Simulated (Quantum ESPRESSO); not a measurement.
# CaO(001): a series in the number of layers, part 3 of 12

What law, if any, do the results for CaO(001) follow against the number of layers?

Quantum ESPRESSO 7.5; plane-wave DFT, PBE, GBRV ultrasoft pseudopotentials.

So far. Step 2 (Relaxing cell and ions of the reference):  The last row is no step: it is a fresh SCF in the final cell with a new plane-wave basis, +0 meV from the row before.

### 4. Relaxing the ions, 3 layers

What the set-up leaves free in this member is relaxed.

System of this step: CaO(001), 3 layers. The cell holds 6 atoms: 3 Ca and 3 O. Cell: a = 3.415 Å, b = 3.415 Å, c = 20.795 Å, α = 90.0°, β = 90.0°, γ = 90.0°. It derives from CaO. Vacuum lies along c.

File m0.relax.in:

```
&control
  prefix = 'm0.relax'
  outdir = './out'
  pseudo_dir = './pseudo'
  nstep = 90
  forc_conv_thr = 6e-05
  calculation = 'relax'
  etot_conv_thr = 1e-07
/
&system
  ibrav = 0
  nat = 6
  ntyp = 2
  ecutwfc = 40
  ecutrho = 200
  occupations = 'fixed'
/
&electrons
  conv_thr = 1e-10
  mixing_beta = 0.4
  electron_maxstep = 120
/
&ions
/
ATOMIC_SPECIES
  Ca  40.0780  ca_pbe_v1.uspp.F.UPF
  O   15.9990  o_pbe_v1.2.uspp.F.UPF
CELL_PARAMETERS angstrom
  3.41506535100000 0.00000000000000 0.00000000000000
  0.00000000000000 3.41506535100000 0.00000000000000
  0.00000000000000 0.00000000000000 20.79532417249587
ATOMIC_POSITIONS crystal
  Ca  0.000000000000 0.000000000000 0.383877159309
  O   0.500000000000 0.500000000000 0.383877159309
  Ca  0.500000000000 0.500000000000 0.500000000000
  O   0.000000000000 0.000000000000 0.500000000000
  Ca  0.000000000000 0.000000000000 0.616122840691
  O   0.500000000000 0.500000000000 0.616122840691
K_POINTS automatic
  4 4 1 0 0 0
```

Launch:

```sh
$ OMP_NUM_THREADS=1 mpirun -n 4 pw.x -nk 1 -in m0.relax.in > m0.relax.out
```

What it wrote:

```text
[banner, memory and clock lines left out]
Program PWSCF v.7.5 starts

          URL

     Message from routine setup:
     using ibrav=0 with symmetry is DISCOURAGED, use correct ibrav instead

     bravais-lattice index     =            0
     lattice parameter (alat)  =       6.4535  a.u.
     unit-cell volume          =    1636.6670 (a.u.)^3
     number of atoms/cell      =            6
     number of atomic types    =            2
     number of electrons       =        48.00
     number of Kohn-Sham states=           24
     kinetic-energy cutoff     =      40.0000  Ry
     charge density cutoff     =     200.0000  Ry
     scf convergence threshold =      1.0E-10
     mixing beta               =       0.4000
     number of iterations used =            8  plain     mixing
     energy convergence thresh.=      1.0E-07
     force convergence thresh. =      6.0E-05
     Exchange-correlation= SLA  PW   PBE  PBE
                           (   1   4   3   4   0   0   0)
     nstep                     =           90

     celldm(1)=   6.453538  celldm(2)=   0.000000  celldm(3)=   0.000000
     celldm(4)=   0.000000  celldm(5)=   0.000000  celldm(6)=   0.000000

     crystal axes: (cart. coord. in units of alat)
               a(1) = (   1.000000   0.000000   0.000000 )
               a(2) = (   0.000000   1.000000   0.000000 )
               a(3) = (   0.000000   0.000000   6.089290 )

     reciprocal axes: (cart. coord. in units 2 pi/alat)
               b(1) = (  1.000000  0.000000  0.000000 )
               b(2) = (  0.000000  1.000000  0.000000 )
               b(3) = (  0.000000  0.000000  0.164223 )

     PseudoPot. # 1 for Ca read from file:
     ./pseudo/ca_pbe_v1.uspp.F.UPF
     Pseudo is Ultrasoft + core correction, Zval = 10.0
     Generated by new atomic code, or converted to UPF format
     Using radial grid of  845 points,  6 beta functions with:
                l(1) =   0
                l(2) =   0
                l(3) =   1
                l(4) =   1
                l(5) =   2
                l(6) =   2
     Q(r) pseudized with  8 coefficients,  rinner =    1.500   1.500   1.500
                                                       1.500   1.500

     PseudoPot. # 2 for O  read from file:
     ./pseudo/o_pbe_v1.2.uspp.F.UPF
     Pseudo is Ultrasoft + core correction, Zval =  6.0
     Generated by new atomic code, or converted to UPF format
     Using radial grid of  737 points,  5 beta functions with:
                l(1) =   0
                l(2) =   0
                l(3) =   1
                l(4) =   1
                l(5) =   2
     Q(r) pseudized with  8 coefficients,  rinner =    0.900   0.900   0.900
                                                       0.900   0.900

     atomic species   valence    mass     pseudopotential
     Ca               10.00    40.07800     Ca( 1.00)
     O                 6.00    15.99900     O ( 1.00)

     16 Sym. Ops., with inversion, found

   Cartesian axes

     site n.     atom                  positions (alat units)
         1        Ca     tau(   1) = (   0.0000000   0.0000000   2.3375394  )
         2        O      tau(   2) = (   0.5000000   0.5000000   2.3375394  )
         3        Ca     tau(   3) = (   0.5000000   0.5000000   3.0446451  )
         4        O      tau(   4) = (   0.0000000   0.0000000   3.0446451  )
         5        Ca     tau(   5) = (   0.0000000   0.0000000   3.7517508  )
         6        O      tau(   6) = (   0.5000000   0.5000000   3.7517508  )

     number of k points=     6
                       cart. coord. in units 2pi/alat
        k(    1) = (   0.0000000   0.0000000   0.0000000), wk =   0.1250000
        k(    2) = (   0.0000000   0.2500000   0.0000000), wk =   0.5000000
        k(    3) = (   0.0000000  -0.5000000   0.0000000), wk =   0.2500000
        k(    4) = (   0.2500000   0.2500000   0.0000000), wk =   0.5000000
        k(    5) = (   0.2500000  -0.5000000   0.0000000), wk =   0.5000000
        k(    6) = (  -0.5000000  -0.5000000   0.0000000), wk =   0.1250000

     Dense  grid:    78329 G-vectors     FFT dimensions: (  30,  30, 180)

     Smooth grid:    55763 G-vectors     FFT dimensions: (  25,  25, 160)

     Check: negative core charge=   -0.000001

     Initial potential from superposition of free atoms

     starting charge      47.9836, renormalised to      48.0000

     negative rho (up, down):  1.238E-04 0.000E+00
     Starting wfcs are   42 randomized atomic wfcs

     per-process dynamical memory:    25.2 Mb

     Self-consistent Calculation

     iteration #  1     ecut=    40.00 Ry     beta= 0.40
     Davidson diagonalization with overlap
     ethr =  1.00E-02,  avg # of iterations =  1.0

     negative rho (up, down):  1.238E-04 0.000E+00

     total energy              =    -321.89833489 Ry
     estimated scf accuracy    <       2.01748948 Ry

     iteration #  2     ecut=    40.00 Ry     beta= 0.40
     Davidson diagonalization with overlap
     ethr =  4.20E-03,  avg # of iterations =  2.8

     negative rho (up, down):  1.596E-04 0.000E+00

     total energy              =    -322.42373426 Ry
     estimated scf accuracy    <       0.38458681 Ry

     iteration #  3     ecut=    40.00 Ry     beta= 0.40
     Davidson diagonalization with overlap
     ethr =  8.01E-04,  avg # of iterations =  2.0

     negative rho (up, down):  2.350E-04 0.000E+00

     total energy              =    -322.45334032 Ry
     estimated scf accuracy    <       0.04630098 Ry

     iteration #  4     ecut=    40.00 Ry     beta= 0.40
     Davidson diagonalization with overlap
     ethr =  9.65E-05,  avg # of iterations =  3.8

     negative rho (up, down):  2.576E-04 0.000E+00

     total energy              =    -322.44927546 Ry
     estimated scf accuracy    <       0.06707977 Ry

     iteration #  5     ecut=    40.00 Ry     beta= 0.40
     Davidson diagonalization with overlap
     ethr =  9.65E-05,  avg # of iterations =  3.8

     negative rho (up, down):  2.401E-04 0.000E+00

     total energy              =    -322.46975688 Ry
     estimated scf accuracy    <       0.02016964 Ry

     iteration #  6     ecut=    40.00 Ry     beta= 0.40
     Davidson diagonalization with overlap
     ethr =  4.20E-05,  avg # of iterations =  2.2

     negative rho (up, down):  2.481E-04 0.000E+00

     total energy              =    -322.46917966 Ry
     estimated scf accuracy    <       0.00388224 Ry

     iteration #  7     ecut=    40.00 Ry     beta= 0.40
     Davidson diagonalization with overlap
     ethr =  8.09E-06,  avg # of iterations =  4.0

     negative rho (up, down):  2.469E-04 0.000E+00

     total energy              =    -322.47078684 Ry
[...]
SCF correction compared to forces is large: reduce conv_thr to get better values
     Energy error            =      1.4E-06 Ry
     Gradient error          =      4.1E-05 Ry/Bohr

     number of scf cycles    =  10
     number of bfgs steps    =   9

     energy             old  =    -322.4717378605 Ry
     energy             new  =    -322.4717392305 Ry

     CASE: energy            _new < energy            _old

     new trust radius        =       0.0004311835 bohr
     new conv_thr            =            1.0E-12 Ry

ATOMIC_POSITIONS (crystal)
Ca               0.0000000000        0.0000000000        0.3855465900
O                0.5000000000        0.5000000000        0.3861605429
Ca               0.5000000000        0.5000000000        0.5000000000
O                0.0000000000        0.0000000000        0.5000000000
Ca               0.0000000000        0.0000000000        0.6144534100
O                0.5000000000        0.5000000000        0.6138394571

     XML data file
     NEW-OLD atomic charge density approx. for the potential

     Check: negative core charge=   -0.000001

     negative rho (up, down):  2.532E-04 0.000E+00

     per-process dynamical memory:    63.2 Mb

     Self-consistent Calculation

     iteration #  1     ecut=    40.00 Ry     beta= 0.40
     Davidson diagonalization with overlap
     ethr =  1.00E-06,  avg # of iterations =  2.0

     Threshold (ethr) on eigenvalues was too large:
     Diagonalizing with lowered threshold

     Davidson diagonalization with overlap
     ethr =  3.56E-10,  avg # of iterations =  5.0

     negative rho (up, down):  2.532E-04 0.000E+00

     total energy              =    -322.47173924 Ry
     estimated scf accuracy    <       0.00000008 Ry

     iteration #  2     ecut=    40.00 Ry     beta= 0.40
     Davidson diagonalization with overlap
     ethr =  1.71E-10,  avg # of iterations =  2.3

     negative rho (up, down):  2.532E-04 0.000E+00

     total energy              =    -322.47173925 Ry
     estimated scf accuracy    <          5.3E-09 Ry

     iteration #  3     ecut=    40.00 Ry     beta= 0.40
     Davidson diagonalization with overlap
     ethr =  1.10E-11,  avg # of iterations =  2.3

     negative rho (up, down):  2.533E-04 0.000E+00

     total energy              =    -322.47173925 Ry
     estimated scf accuracy    <          1.4E-09 Ry

     iteration #  4     ecut=    40.00 Ry     beta= 0.40
     Davidson diagonalization with overlap
     ethr =  2.90E-12,  avg # of iterations =  2.5

     negative rho (up, down):  2.533E-04 0.000E+00

     total energy              =    -322.47173925 Ry
     estimated scf accuracy    <          2.1E-10 Ry

     iteration #  5     ecut=    40.00 Ry     beta= 0.40
     Davidson diagonalization with overlap
     ethr =  4.46E-13,  avg # of iterations =  2.0

     negative rho (up, down):  2.533E-04 0.000E+00

     total energy              =    -322.47173925 Ry
     estimated scf accuracy    <          3.5E-11 Ry

     iteration #  6     ecut=    40.00 Ry     beta= 0.40
     Davidson diagonalization with overlap
     ethr =  1.00E-13,  avg # of iterations =  2.8

     negative rho (up, down):  2.533E-04 0.000E+00

     total energy              =    -322.47173925 Ry
     estimated scf accuracy    <          1.7E-11 Ry

     iteration #  7     ecut=    40.00 Ry     beta= 0.40
     Davidson diagonalization with overlap
     ethr =  1.00E-13,  avg # of iterations =  2.0

     negative rho (up, down):  2.533E-04 0.000E+00

     total energy              =    -322.47173925 Ry
     estimated scf accuracy    <          1.2E-12 Ry

     iteration #  8     ecut=    40.00 Ry     beta= 0.40
     Davidson diagonalization with overlap
     ethr =  1.00E-13,  avg # of iterations =  1.7

     negative rho (up, down):  2.533E-04 0.000E+00

     total energy              =    -322.47173925 Ry
     estimated scf accuracy    <          3.4E-12 Ry

     iteration #  9     ecut=    40.00 Ry     beta= 0.40
     Davidson diagonalization with overlap
     ethr =  1.00E-13,  avg # of iterations =  1.0

     negative rho (up, down):  2.533E-04 0.000E+00

     End of self-consistent calculation

          k = 0.0000 0.0000 0.0000 (  7071 PWs)   bands (ev):

   -38.1467 -38.1428 -37.5245 -19.4406 -19.4082 -19.0132 -19.0132 -19.0003
   -19.0003 -18.7013 -18.4798 -18.4798 -15.3082 -15.0234 -14.8051  -1.5180
    -1.1129  -0.4787  -0.4259  -0.4259  -0.0543  -0.0543   0.0675   0.0675

          k = 0.0000 0.2500 0.0000 (  7009 PWs)   bands (ev):

   -38.1294 -38.1272 -37.5097 -19.5127 -19.4277 -19.3133 -19.3061 -18.9812
   -18.9742 -18.7349 -18.6020 -18.4575 -14.9204 -14.6928 -14.4937  -1.7131
    -1.6560  -1.0594  -0.9479  -0.8539  -0.8395  -0.5361  -0.4680  -0.4537

          k = 0.0000-0.5000 0.0000 (  6956 PWs)   bands (ev):

   -38.1121 -38.1116 -37.4947 -19.6690 -19.6301 -19.5678 -19.3076 -18.9486
   -18.9478 -18.8900 -18.5732 -18.4351 -14.5798 -14.3859 -14.2009  -2.3761
    -2.2589  -1.8765  -1.2371  -1.1057  -0.9529  -0.8936  -0.8888  -0.6327

          k = 0.2500 0.2500 0.0000 (  7005 PWs)   bands (ev):

   -38.1138 -38.1124 -37.4948 -19.4950 -19.3915 -19.2982 -19.2797 -19.1594
   -19.1372 -18.7141 -18.6159 -18.5945 -14.8827 -14.6610 -14.4601  -1.8108
    -1.7284  -1.2685  -1.0362  -1.0179  -0.8063  -0.6041  -0.4252  -0.3386

          k = 0.2500-0.5000 0.0000 (  6962 PWs)   bands (ev):

   -38.0981 -38.0975 -37.4798 -19.5038 -19.4950 -19.4376 -19.2916 -19.1326
   -19.1128 -18.8217 -18.6115 -18.6012 -14.8705 -14.6495 -14.4447  -1.8351
    -1.7072  -1.4814  -0.9606  -0.9278  -0.8868  -0.8106  -0.6338  -0.3852

          k =-0.5000-0.5000 0.0000 (  6884 PWs)   bands (ev):

   -38.0839 -38.0834 -37.4647 -19.3680 -19.3057 -19.3057 -19.2754 -19.2725
   -19.2725 -18.7482 -18.7482 -18.6895 -15.1782 -14.9247 -14.6940  -1.2783
    -1.2783  -1.0486  -0.8177  -0.8177  -0.6119  -0.4649  -0.4649  -0.0903

     highest occupied level (ev):     0.0675

!    total energy              =    -322.47173925 Ry
     estimated scf accuracy    <          1.0E-13 Ry

     The total energy is the sum of the following terms:
     one-electron contribution =   -2130.64184839 Ry
     hartree contribution      =    1075.06609554 Ry
     xc contribution           =     -58.01808665 Ry
     ewald contribution        =     791.12210024 Ry

     convergence has been achieved in   9 iterations

     negative rho (up, down):  2.533E-04 0.000E+00

     Forces acting on atoms (cartesian axes, Ry/au):

     atom    1 type  1   force =     0.00000000    0.00000000   -0.00000366
     atom    2 type  2   force =     0.00000000    0.00000000   -0.00000142
     atom    3 type  1   force =     0.00000000    0.00000000    0.00000000
     atom    4 type  2   force =     0.00000000    0.00000000    0.00000000
     atom    5 type  1   force =     0.00000000    0.00000000    0.00000366
     atom    6 type  2   force =     0.00000000    0.00000000    0.00000142

     Total force =     0.000006     Total SCF correction =     0.000001
     SCF correction compared to forces is large: reduce conv_thr to get better values
     Energy error            =      2.2E-08 Ry
     Gradient error          =      3.7E-06 Ry/Bohr

     bfgs converged in  11 scf cycles and  10 bfgs steps
     (criteria: energy <  1.0E-07 Ry, force <  6.0E-05 Ry/Bohr)

     End of BFGS Geometry Optimization

     Final energy             =    -322.4717392522 Ry

     File ./out/m0.relax.bfgs deleted, as requested
Begin final coordinates

ATOMIC_POSITIONS (crystal)
Ca               0.0000000000        0.0000000000        0.3855465900
O                0.5000000000        0.5000000000        0.3861605429
Ca               0.5000000000        0.5000000000        0.5000000000
O                0.0000000000        0.0000000000        0.5000000000
Ca               0.0000000000        0.0000000000        0.6144534100
O                0.5000000000        0.5000000000        0.6138394571
End final coordinates

     XML data file, charge density, pseudopotentials, collected wavefunctions

                                        0.00s GPU  (    2814 calls)
```

Wall time 76 s (4 MPI ranks of Arm Neoverse V1, shared host); peak memory 0.56 GiB; 5.1 min of CPU time.

The steps of the relaxation:

| step | energy less that of the first step (eV) | largest force (eV/Å) |
| --- | --- | --- |
| 1 | 0.0000 | 0.1844 |
| 2 | -0.0014 | 0.1606 |
| 3 | -0.0028 | 0.1362 |
| 4 | -0.0047 | 0.1026 |
| 5 | -0.0071 | 0.0904 |
| 6 | -0.0094 | 0.0902 |
| 7 | -0.0102 | 0.0707 |
| 8 | -0.0105 | 0.0482 |
| 9 | -0.0107 | 0.0126 |
| 10 | -0.0107 | 0.0011 |
| 11 | -0.0107 | 0.0001 |

The atoms that moved most (Å):

| atom | dx | dy | dz | length |
| --- | --- | --- | --- | --- |
| O2 | 0.000 | 0.000 | 0.047 | 0.047 |
| O6 | 0.000 | 0.000 | -0.047 | 0.047 |
| Ca5 | 0.000 | 0.000 | -0.035 | 0.035 |
| Ca1 | 0.000 | 0.000 | 0.035 | 0.035 |

The relaxed structure:

```xyz
6
Lattice="3.4151 0.0000 0.0000 0.0000 3.4151 0.0000 0.0000 0.0000 20.7953" Properties=species:S:1:pos:R:3
Ca    0.0000    0.0000    8.0176
O     1.7075    1.7075    8.0303
Ca    1.7075    1.7075   10.3977
O     0.0000    0.0000   10.3977
Ca    0.0000    0.0000   12.7778
O     1.7075    1.7075   12.7650
```

The relaxation lowers the energy by 2 meV an atom.

Numbers from this step:

| Quantity | Value |
| --- | --- |
| free energy | -4387.4515 eV |
| valence top, on the run's zero | 0.0675 eV |

[end of part 3 of 12]

[Logs are printed without paths, hosts, clocks, repeated set-up lines and the standing remarks that a program may print on its own settings, such as how far it seeks lower states.]

[Hosts, paths, dates, database ids (printed as entryN), source tags and the programs' standing remarks are cut or masked in the printed files.]

[Maps of the electrostatic potential energy from Ansatz leave out the sawtooth potential of an applied field or a dipole correction, so their vacuum need not be flat; planar profiles and work functions include it.]
